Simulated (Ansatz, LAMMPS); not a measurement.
**Amorphous carbon (64 atoms): support functions against a reference**

Wanted: errors and times of a linear-scaling basis for amorphous carbon (64 atoms). A setting counts as converged where the r.m.s. difference of forces stays under 1 % of the r.m.s. force.

Calculated with Ansatz 0.2.0; Kohn-Sham DFT, PBE, PAW (set soft_2), plane waves.

## (1) The structure

The cell holds 64 atoms: 64 C. Its edges and angles: a = 7.590 Å, b = 7.590 Å, c = 7.590 Å, α = 90.0°, β = 90.0°, γ = 90.0°. 64 atoms (64 C) placed at random at 2.92 g/cm³, melted at 6000 K for 10 ps at fixed volume with the Tersoff potential (Tersoff, Phys. Rev. B 39, 5566 (1989)). Quenched from 6000 K to 300 K at 100 K/ps and fixed volume, held 5 ps, then minimised at fixed cell.

What the set-up can't give: The quench rate of 100 K/ps is many orders above laboratory rates, so the cell is likely richer in defects and strain than a real sample. The starting topology of bonds comes from the classical model, and needn't be the one that DFT or experiment would give. Only the Γ point is sampled, in a cell whose shortest periodic width is 8 Å.

## (2) Making the structure

A classical potential supplies the starting structure, since it reaches far longer times than DFT.

This step: classical MD, Tersoff potential (Tersoff, Phys. Rev. B 39, 5566 (1989)) (LAMMPS 22 Jul 2025 - Update 4).

Contents of in.lmp:

```
# melt-quench of C64
units metal
atom_style atomic
boundary p p p
region box block 0 7.5903 0 7.5903 0 7.5903
create_box 1 box
mass 1 12.0110   # C
create_atoms 1 random 64 710519 NULL overlap 1.37 maxtry 2000
pair_style tersoff
pair_coeff * * SiCGe.tersoff C
neigh_modify delay 0 every 1 check yes
thermo_style custom step time temp pe press density
thermo_modify norm yes
timestep 0.0005
thermo 100
min_style cg
minimize 1e-4 1e-4 200 2000
reset_timestep 0
velocity all create 6000 710520 mom yes dist gaussian
fix lim all nve/limit 0.05
fix lan all langevin 6000 6000 0.05 710521 zero yes
thermo 500
run 1000 post no
unfix lim
unfix lan
thermo 3333
fix md all nvt temp 6000 6000 0.05
run 20000 post no
unfix md
thermo 11400
fix md all nvt temp 6000 300 0.05
run 114000 post no
unfix md
thermo 5000
fix md all nvt temp 300 300 0.05
run 10000 post no
unfix md
thermo 100
min_style cg
minimize 0 1e-3 2000 20000
write_dump all custom glass.dump id type xs ys zs modify sort id
```

Launch:

```
lmp -in in.lmp -log none -nocite
```

Numbers of over 12 decimals in the logs are rounded to 6 here.

The log of the run:

```text
LAMMPS (22 Jul 2025 - Update 4)
Created orthogonal box = (0 0 0) to (7.5903 7.5903 7.5903)
Created 64 atoms
   Step          Time           Temp          PotEng         Press         Density
         0   0              0             -2.4892831      761654.01      2.9189817
        48   0.024          0             -5.7256354     -23878.353      2.9189817
Loop time of 0.0121422 s on 1 MPI rank(s) for 48 steps with 64 atoms
Minimization stats:
  Stopping criterion = energy tolerance
  Energy initial, next-to-last, final =
     -2.48928305139108  -5.72542814449062  -5.72563543375901
  Force two-norm initial, final = 128.41374 9.0785226
  Iterations, force evaluations = 48 99
   Step          Time           Temp          PotEng         Press         Density
         0   0              6000          -5.7256354      95465.132      2.9189817
       500   0.25           6044.4693     -5.5740177      414498.48      2.9189817
      1000   0.5            5756.6595     -5.884764       455309.84      2.9189817
Loop time of 0.103142 s on 1 MPI rank(s) for 1000 steps with 64 atoms
   Step          Time           Temp          PotEng         Press         Density
      1000   0.5            5756.6595     -5.884764       455309.84      2.9189817
      3333   1.6665         5416.3928     -5.915905       334729.18      2.9189817
      6666   3.333          6793.0997     -5.8854702      366906.75      2.9189817
      9999   4.9995         6416.2343     -5.8678123      396526.55      2.9189817
     13332   6.666          6010.3896     -6.0766304      269895.55      2.9189817
     16665   8.3325         4728.2818     -5.8318296      421553.57      2.9189817
     19998   9.999          6352.0213     -5.9609207      333868.14      2.9189817
[... 1 line left out ...]
Loop time of 1.93 s on 1 MPI rank(s) for 20000 steps with 64 atoms
   Step          Time           Temp          PotEng         Press         Density
[... 12 lines left out ...]
Loop time of 9.86724 s on 1 MPI rank(s) for 114000 steps with 64 atoms
   Step          Time           Temp          PotEng         Press         Density
[... 2 lines left out ...]
    145000   72.5           309.32201     -6.9305811      135949.41      2.9189817
Loop time of 0.854571 s on 1 MPI rank(s) for 10000 steps with 64 atoms
   Step          Time           Temp          PotEng         Press         Density
    145000   72.5           309.32201     -6.9305811      135949.41      2.9189817
    145100   72.55          309.32201     -6.9649871      131413.9       2.9189817
    145158   72.579         309.32201     -6.9649893      131748.83      2.9189817
Loop time of 0.0808295 s on 1 MPI rank(s) for 158 steps with 64 atoms
Minimization stats:
  Stopping criterion = linesearch alpha is zero
  Energy initial, next-to-last, final =
     -6.93058110767119  -6.96498925503381  -6.96498925503381
  Force two-norm initial, final = 18.852387 0.0124015
  Iterations, force evaluations = 158 959
```

Run time: 13 s. Hardware: 1 thread of AMD EPYC 7R43, shared host; peak memory 0.069 GiB.

## (3) Plane-wave single point

The first run fixes the reference, at a cutoff of 420 eV.

Contents of input.yaml:

```yaml
crystal:
  lattice:
    - [7.5903, 0.0, 0.0]
    - [0.0, 7.5903, 0.0]
    - [0.0, 0.0, 7.5903]
  atoms:
    - { symbol: C, position: [0.46722, 0.17819, 0.93539] }
    - { symbol: C, position: [0.23313, 0.02151, 0.75367] }
    - { symbol: C, position: [0.67522, 0.3192, 0.54718] }
    - { symbol: C, position: [0.3267, 0.82538, 0.53109] }
    - { symbol: C, position: [0.72266, 0.20206, 0.4011] }
    - { symbol: C, position: [0.6598, 0.53409, 0.94566] }
    - { symbol: C, position: [0.64847, 0.85646, 0.88706] }
    - { symbol: C, position: [0.19278, 0.40785, 0.67764] }
    - { symbol: C, position: [0.78499, 0.98399, 0.9212] }
    - { symbol: C, position: [0.59855, 0.83388, 0.69574] }
    - { symbol: C, position: [0.05567, 0.74042, 0.74486] }
    - { symbol: C, position: [0.29425, 0.9069, 0.04786] }
    - { symbol: C, position: [0.84769, 0.89089, 0.45401] }
    - { symbol: C, position: [0.62527, 0.7101, 0.01362] }
    - { symbol: C, position: [0.41397, 0.04925, 0.30514] }
    - { symbol: C, position: [0.72036, 0.03338, 0.48464] }
    - { symbol: C, position: [0.06113, 0.00521, 0.23306] }
    - { symbol: C, position: [0.37067, 0.62673, 0.79416] }
    - { symbol: C, position: [0.70122, 0.40336, 0.08583] }
    - { symbol: C, position: [0.10427, 0.37403, 0.00815] }
    - { symbol: C, position: [0.78852, 0.3468, 0.70455] }
    - { symbol: C, position: [0.06584, 0.93168, 0.7538] }
    - { symbol: C, position: [0.79106, 0.51565, 0.79464] }
    - { symbol: C, position: [0.87946, 0.66872, 0.70786] }
    - { symbol: C, position: [0.11562, 0.56367, 0.9943] }
    - { symbol: C, position: [0.07106, 0.60738, 0.4213] }
    - { symbol: C, position: [0.44423, 0.71396, 0.64118] }
    - { symbol: C, position: [0.33822, 0.42854, 0.22838] }
    - { symbol: C, position: [0.21803, 0.3049, 0.15258] }
    - { symbol: C, position: [0.10864, 0.11734, 0.5006] }
    - { symbol: C, position: [0.03743, 0.93999, 0.429] }
    - { symbol: C, position: [0.79359, 0.73528, 0.3423] }
    - { symbol: C, position: [0.88724, 0.2695, 0.3157] }
    - { symbol: C, position: [0.04144, 0.68358, 0.11832] }
    - { symbol: C, position: [0.42412, 0.89599, 0.17791] }
    - { symbol: C, position: [0.09124, 0.43986, 0.51629] }
    - { symbol: C, position: [0.09066, 0.3128, 0.8199] }
    - { symbol: C, position: [0.10977, 0.86733, 0.10716] }
    - { symbol: C, position: [0.57111, 0.99098, 0.5859] }
    - { symbol: C, position: [0.40008, 0.00353, 0.49669] }
    - { symbol: C, position: [0.46978, 0.35258, 0.33435] }
    - { symbol: C, position: [0.61036, 0.68165, 0.3437] }
    - { symbol: C, position: [0.28374, 0.12418, 0.59666] }
    - { symbol: C, position: [0.90875, 0.03777, 0.78586] }
    - { symbol: C, position: [0.48141, 0.49316, 0.87449] }
    - { symbol: C, position: [0.33518, 0.02946, 0.91071] }
    - { symbol: C, position: [0.77179, 0.78399, 0.61376] }
    - { symbol: C, position: [0.14491, 0.78413, 0.47931] }
    - { symbol: C, position: [0.22606, 0.12278, 0.22787] }
    - { symbol: C, position: [0.35298, 0.60506, 0.16121] }
    - { symbol: C, position: [0.36239, 0.31202, 0.64438] }
    - { symbol: C, position: [0.93066, 0.22665, 0.75802] }
    - { symbol: C, position: [0.61191, 0.20907, 0.08289] }
    - { symbol: C, position: [0.55561, 0.19285, 0.27297] }
    - { symbol: C, position: [0.52273, 0.59869, 0.50538] }
    - { symbol: C, position: [0.18238, 0.63667, 0.83785] }
    - { symbol: C, position: [0.44724, 0.32247, 0.81815] }
    - { symbol: C, position: [0.9329, 0.61418, 0.27002] }
    - { symbol: C, position: [0.03065, 0.27773, 0.44061] }
    - { symbol: C, position: [0.51142, 0.72252, 0.18364] }
    - { symbol: C, position: [0.49972, 0.40459, 0.5177] }
    - { symbol: C, position: [0.84596, 0.43299, 0.22021] }
    - { symbol: C, position: [0.76851, 0.09213, 0.07024] }
    - { symbol: C, position: [0.91424, 0.12633, 0.19002] }
kpoints:
  mp_grid: { grid: [1, 1, 1] }
hamiltonian:
  xc: pbe
scf:
  occupations: { method: gaussian, width: 0.05 }
output:
  forces: true
  stress: true
  populations: intrinsic
  dos:
    method: { smearing: { sigma: 0.1 } }
    de: 0.1
    projected: { site_lists: { C: [C] } }
  eigenvalues: true
  write_density: true
  write_potential: true
  volumetric_format: npy
```

Launch:

```
ansatz run input.yaml --threads 8 --pin off --max-ram 15872MiB --backend cpu --events-out ev --progress --plain --runs-dir out
```

The log of the run:

```text
Engine: ansatz 0.2.0, x86_64-unknown-linux-gnu
Pseudopotentials: kind: paw
Pseudopotential: C, paw, valence charge 4, recommended cutoff 420 eV (normal), C.paw.azcp
[... 5 lines on functional and potentials left out ...]
Crystal: 64 atoms, lattice volume = 437.297 Å³
Basis set: ecut = 420 eV, 8409 PW (Γ), exchange–correlation on 108×108×108 points (8 copies of the dense FFT grid, shifted against one another)
Bands: 192, of which v1, the nominal top of the filled ones, is band 128 counted from 1 (127 counted from 0)
Symmetry: 1 space group operations
Space group: P1 (ITA 1), of the structure as read, at distance tolerance 7.6e-5 Å
k-points: 1
[... 3 lines on functional and potentials left out ...]
Initial density: superposition of atomic densities (neutral atoms: chi_scale 0, normalization atom), corrected by the library's trained network
Initial wavefunctions: pseudopotential atomic-orbital guess
Functional: x = pbe(κ = 0.804, μ = 0.219515), c = pbe(β = 0.066725)
SCF iter   1: F=—  HF=-15999.818258 eV  |F-HF|=—  |Δ(HF+E_count)|=         —  Δρ=2.25e-2  dr2=3.98e0  ethr=1.77e-3  ⟨swp⟩=6.0  Hψ=785  notcnv=0  defer=41
preconditioner: auto → Resta (q_TF=auto, 2.495 Å⁻¹)  ε∞=4.6  [insulator: Δε(μ)=0.180 eV  Ē_g=15.014 eV  σ=0.050 eV  W_gap=0.99  n_scr=122 (ndim 8)  ℏωp=28.4 eV  f_vac=0.000  D(μ)=1.77/eV (n_scr^D=6)  ε∞_Penn≈4.6]
SCF iter   2: F=—  HF=-15999.389046 eV  |F-HF|=—  |Δ(HF+E_count)|=   4.29e-1  Δρ=9.20e-3  dr2=5.90e-1  ethr=1.55e-3  ⟨swp⟩=1.0  Hψ=221  notcnv=0  defer=43
SCF iter   3: F=—  HF=-15999.296497 eV  |F-HF|=—  |Δ(HF+E_count)|=   9.25e-2  Δρ=3.10e-3  dr2=5.08e-2  ethr=2.31e-4  ⟨swp⟩=3.0  Hψ=245  notcnv=0  defer=57
SCF iter   4: F=—  HF=-15999.292053 eV  |F-HF|=—  |Δ(HF+E_count)|=   4.44e-3  Δρ=1.40e-3  dr2=9.16e-3  ethr=1.98e-5  ⟨swp⟩=3.0  Hψ=270  notcnv=0  defer=57
SCF iter   5: F=—  HF=-15999.291449 eV  |F-HF|=—  |Δ(HF+E_count)|=   6.04e-4  Δρ=4.02e-4  dr2=8.76e-4  ethr=3.58e-6  ⟨swp⟩=2.0  Hψ=142  notcnv=0  defer=57
SCF iter   6: F=—  HF=-15999.291461 eV  |F-HF|=—  |Δ(HF+E_count)|=   1.25e-5  Δρ=1.63e-4  dr2=1.13e-4  ethr=3.42e-7  ⟨swp⟩=3.0  Hψ=261  notcnv=0  defer=57
SCF iter   7: F=—  HF=-15999.291493 eV  |F-HF|=—  |Δ(HF+E_count)|=   3.13e-5  Δρ=3.21e-5  dr2=5.38e-6  ethr=4.42e-8  ⟨swp⟩=2.0  Hψ=143  notcnv=0  defer=57
SCF iter   8: F=—  HF=-15999.291490 eV  |F-HF|=—  |Δ(HF+E_count)|=   2.69e-6  Δρ=1.13e-5  dr2=8.98e-7  ethr=2.10e-9  ⟨swp⟩=3.0  Hψ=354  notcnv=0  defer=57
SCF iter   9: F=-15999.291490 eV  HF=-15999.291490 eV  |F-HF|=6.71e-8  |Δ(HF+E_count)|=   1.01e-7  Δρ=3.43e-6  dr2=9.49e-8  ethr=3.91e-11  ⟨swp⟩=21.0  Hψ=1623  notcnv=0
SCF 1 converged in 9 iterations: F = -15999.291490 eV  dr2 = 9.49e-8
  greatest PAW one-centre occupation: 0.683 electrons in one spin orbital (limit 2), on the C atom at site 40 (counted from 0), in its partial waves of l = 0
SCF converged after 9 iterations
Free energy (F): -15999.291490 eV
Harris-Foulkes:  -15999.291490 eV  (|F-HF|=6.71e-8)
Internal energy: -15999.273242 eV  (E = F + TS)
E sigma→0 (E₀):  -15999.282366 eV
Entropy (-TS):   -0.018248 eV (-0.285 meV/atom)
Fermi energy:    10.786441 eV
--- Per-component energies (eV) ---
  E_band       = 377.999899
  E_kinetic    = 5819.372188
  E_local      = -6286.000052  (includes V_loc(G=0)·N_el)
  E_nonlocal   = 1735.808852
  E_hartree    = 1672.736260
  E_xc         = -3078.351526
  E_vxc        = -3816.092216  (∫ρ·V_xc dr)
  E_paw        = -6346.102688  (= ΣΔE_a)
  E_vpaw       = -420.562251  (= ΣTr[D̂ρ^β])
  E_aug_tail   = 0.000464  (compensation charges beyond the density's cutoff)
  E_ewald      = -9516.736740
  E_smearing   = -0.018248  (= −TS)
  E_closure    = -0.000000  (closes the sum)
  Σ components = -15999.291490   (vs F -15999.291490, Δ=0.00e0)
--- Forces (eV/Å), atoms counted from 1 ---
  atom   1  C     -0.20004788     0.33496264    -0.65132211
  atom   2  C      0.61299223     1.03187483     2.16027781
  atom   3  C      1.20701407     2.08834428     3.28819606
  atom   4  C     -3.01361348    -1.33251186    -0.48857677
  atom   5  C     -2.23028892    -0.62159868     1.03450132
  atom   6  C      0.05405193    -0.55874797     0.25191425
  atom   7  C      1.30189957    -0.18523104     0.72715020
  atom   8  C     -1.55466170     0.80130706     0.75551500
  atom   9  C     -1.82660570    -1.36997314    -2.40617293
  atom  10  C      1.30559708     0.31789967    -1.52977247
  atom  11  C     -2.45125416     1.10495206    -0.82349949
  atom  12  C     -1.46952288     0.98925857    -2.37698304
  atom  13  C     -1.64437909    -0.32426130     2.35798092
  atom  14  C      0.17047777     2.14271440     1.03254100
[...]
atom  63  C      3.44475672     0.52639800     2.44725504
  atom  64  C     -2.84324806    -2.05700785    -3.50295354
  max |Σ_I F_I| component: 1.08e-4 eV/Å
--- Stress (GPa, compression-positive) ---
        3.978444     -11.659828      -5.449539
      -11.659827       8.269714       1.283243
       -5.449539       1.283243      11.279387
  P = ⅓ Tr σ = 7.8425 GPa (78.425 kbar)
--- Band table (eV) ---
  k-point 0: bands = ["-10.5254", "-9.1863", "-8.9357", "-8.8030", [... 176 levels ...], "19.6744", "19.6999", "19.9583", "19.9784", "20.0086", "20.1795", "20.2454", "20.4078", "20.4436", "20.4971", "20.5653", "20.6188"]
--- intrinsic populations: 64 sites ---
  site symbol       q [e]
     0      C      4.0429
     1      C      4.0516
     2      C      3.9797
[...]
63      C      4.0025
  spilling = -0.000000 (of n_electrons = 256.000000)
```

Run time: 2.6 s. Hardware: 8 threads of AMD EPYC 7R43, shared host; peak memory 0.63 GiB.

Read from the output:

```yaml
free_energy: -15999.2915 eV
free_energy_per_atom: -249.9889 eV/atom
scf_cycles: 9
pressure: 7.843 GPa
r_m_s_force_component: 1.425 eV/Å
longest_force: 4.958 eV/Å
fermi_energy: 10.79 eV
levels_partly_filled_by_over_2_per_cent: 2
```

Neighbours are counted within 1.85 Å (C-C).

Length of the force by element and coordination:

| element | coordination | atoms | mean length of the force (eV/Å) | spread | least | most |
| --- | --- | --- | --- | --- | --- | --- |
| C | all | 64 | 2.22 | 1.07 | 0.615 | 4.96 |
| C | 2 | 1 | 2.98 | 0 | 2.98 | 2.98 |
| C | 3 | 46 | 2.46 | 1.10 | 0.619 | 4.96 |
| C | 4 | 17 | 1.53 | 0.616 | 0.615 | 2.89 |

Intrinsic-atomic-orbital charges by element and coordination:

| element | coordination | atoms | mean charge (e) | spread | least | most |
| --- | --- | --- | --- | --- | --- | --- |
| C | all | 64 | 0 | 0.035 | -0.094 | 0.0828 |
| C | 2 | 1 | -0.0721 | 0 | -0.0721 | -0.0721 |
| C | 3 | 46 | -0.0042 | 0.0379 | -0.094 | 0.0828 |
| C | 4 | 17 | 0.0155 | 0.0111 | -0.0021 | 0.0362 |

Density of states as counts of states in windows of 1 eV (from the Fermi level), total and the larger projections:

| from (eV) | to (eV) | total | C p | C s |
| --- | --- | --- | --- | --- |
| -18 | -17 | 13.6 | 5.0 | 8.5 |
| -17 | -16 | 6.6 | 2.5 | 3.9 |
| -16 | -15 | 9.8 | 4.4 | 5.4 |
| -15 | -14 | 8.3 | 4.1 | 4.2 |
| -14 | -13 | 9.7 | 5.5 | 4.2 |
| -13 | -12 | 12.7 | 7.6 | 5.0 |
| -12 | -11 | 14.5 | 10.0 | 4.4 |
| -11 | -10 | 14.1 | 11.2 | 2.8 |
| -10 | -9 | 15.2 | 13.2 | 1.9 |
| -9 | -8 | 15.0 | 13.5 | 1.4 |
| -8 | -7 | 18.0 | 16.5 | 1.4 |
| -7 | -6 | 22.8 | 21.3 | 1.4 |
| -6 | -5 | 20.6 | 19.5 | 1.1 |
| -5 | -4 | 14.4 | 13.7 | 0.7 |
| -4 | -3 | 10.1 | 9.5 | 0.5 |
| -3 | -2 | 8.0 | 7.5 | 0.5 |
| -2 | -1 | 13.3 | 12.4 | 0.7 |
| -1 | 0 | 11.7 | 10.7 | 0.9 |
| 0 | 1 | 12.3 | 11.3 | 0.7 |
| 1 | 2 | 13.0 | 11.8 | 0.8 |
| 2 | 3 | 9.7 | 8.7 | 0.7 |
| 3 | 4 | 8.1 | 7.0 | 0.7 |
| 4 | 5 | 4.5 | 3.7 | 0.5 |

Between -22 and -18 eV lie 18 more states.

The levels nearest the highest filled one (over half full), pooled over k-points and spins:

| level less the highest filled one (eV) | occupation |
| --- | --- |
| -0.915 | 2 |
| -0.738 | 2 |
| -0.485 | 2 |
| -0.232 | 2 |
| -0.161 | 2 |
| 0 | 1.87 |
| 0.106 | 0.133 |
| 0.217 | 0 |
| 0.326 | 0 |
| 0.460 | 0 |
| 0.827 | 0 |
| 0.910 | 0 |

Valence density in the bc plane at fractional x = 0.091, with atoms of C within 0.2 Å of it. It is the smooth field of the valence electrons, not physical close to the nuclei.

Ten even steps from '_' (0.0 e/Å³) to '@' (1.9 e/Å³), each cell a mean:
```
__________..++%%%%****##%%**::____________
__________::**##++----==**==::..__________
..______..==%%%%==....::--==--::..........
--..____::**%%%%++..__..::==****==--==++++
++::____::++%%%%++::..__..==%%@@######%%%%
++..____..::======::..__..::**%%%%####%%%%
::..______....::----..____..--====----====
........______::====::..____..::::........
..::==--::....::**##++::..__....::::......
--**####++----++%%@@%%==::::::--====--::::
**%%@@@@%%****##@@%%@@%%********######**++
******########**++++**%%@@%%%%****##%%%%##
==--::----====--::::::++####**------++****
==::......::....____..::====::......::==++
**==::..______________....::..______..--**
%%##==..__________________......__....==##
%%**--....__....________..::----::--==##@@
==--....__....::..______::==******##%%@@##
::..______..--==--::..::==########@@%%%%==
__________..==####++==**%%@@**++++**##++::
__________..==%%@@@@%%@@@@%%==::..::--::..
```
Columns run along b (7.6 Å), rows up along c (7.6 Å). Atoms in or near the plane, at fractional coordinates: C at (0.37, 0.01), C at (0.93, 0.75), C at (0.56, 0.99), C at (0.61, 0.42), C at (0.12, 0.50), C at (0.44, 0.52), C at (0.31, 0.82), C at (0.87, 0.11).

Electrostatic potential energy in the bc plane at fractional x = 0.091, with atoms of C within 0.2 Å of it. With pseudopotentials it is smooth inside the atoms' cores, unlike the true potential.

Values in eV, 11 rows by 16 columns, each cell a mean:
```
 13  13  13  12   5 -17 -22  -2 -18 -29  -3   9  12  13  13  13
  9  12  13   5 -31 -44  -9   9   9   3  -3   0   4   9   2  -1
 -4  10  12   7 -17 -27  -2   9  11   8  -1 -35 -38  -7 -38 -47
  6  10  11  12  10   7   3   5  11  12   8  -6  -8   5  -4  -7
  7 -10 -13   5   9   5 -17 -27   0  10  11   9   3   6   9  10
 -5 -41 -47 -11 -14  -8 -31 -46 -14 -19 -17  -5 -29 -18  -8 -13
 -1   1   0   0 -14  -3   6   5  -3 -41 -37  -1  -2   0 -12 -24
-17   1   9  10  10  11  13  13  11   6   6  10  12  11   7  -8
-46 -10   8  11  11  11  12  13  12  10   5   3   9   4  -1 -27
  3   9  11  12  10   5   4   9   8   3 -23 -30  -7 -40 -45  -7
 13  13  13  12   5 -34 -45 -11 -25 -37 -12  -2   5 -10 -12   6
```
Columns run along b (7.6 Å; values clipped at the 3rd and 97th percentile), rows up along c (7.6 Å). Atoms in or near the plane, at fractional coordinates: C at (0.37, 0.01), C at (0.93, 0.75), C at (0.56, 0.99), C at (0.61, 0.42), C at (0.12, 0.50), C at (0.44, 0.52), C at (0.31, 0.82), C at (0.87, 0.11).

Intrinsic-atomic-orbital charges run from -0.09 to +0.08 e. Within 0.4 eV of the Fermi level the largest share is C p (93 % of the projected weight).

[end of part 1 of 2]

[Logs are printed without paths, hosts, clocks, repeated set-up lines and the standing remarks that a program may print on its own settings, such as how far it seeks lower states.]

[Hosts, paths, dates, database ids (printed as entryN), source tags and the programs' standing remarks are cut or masked in the printed files.]
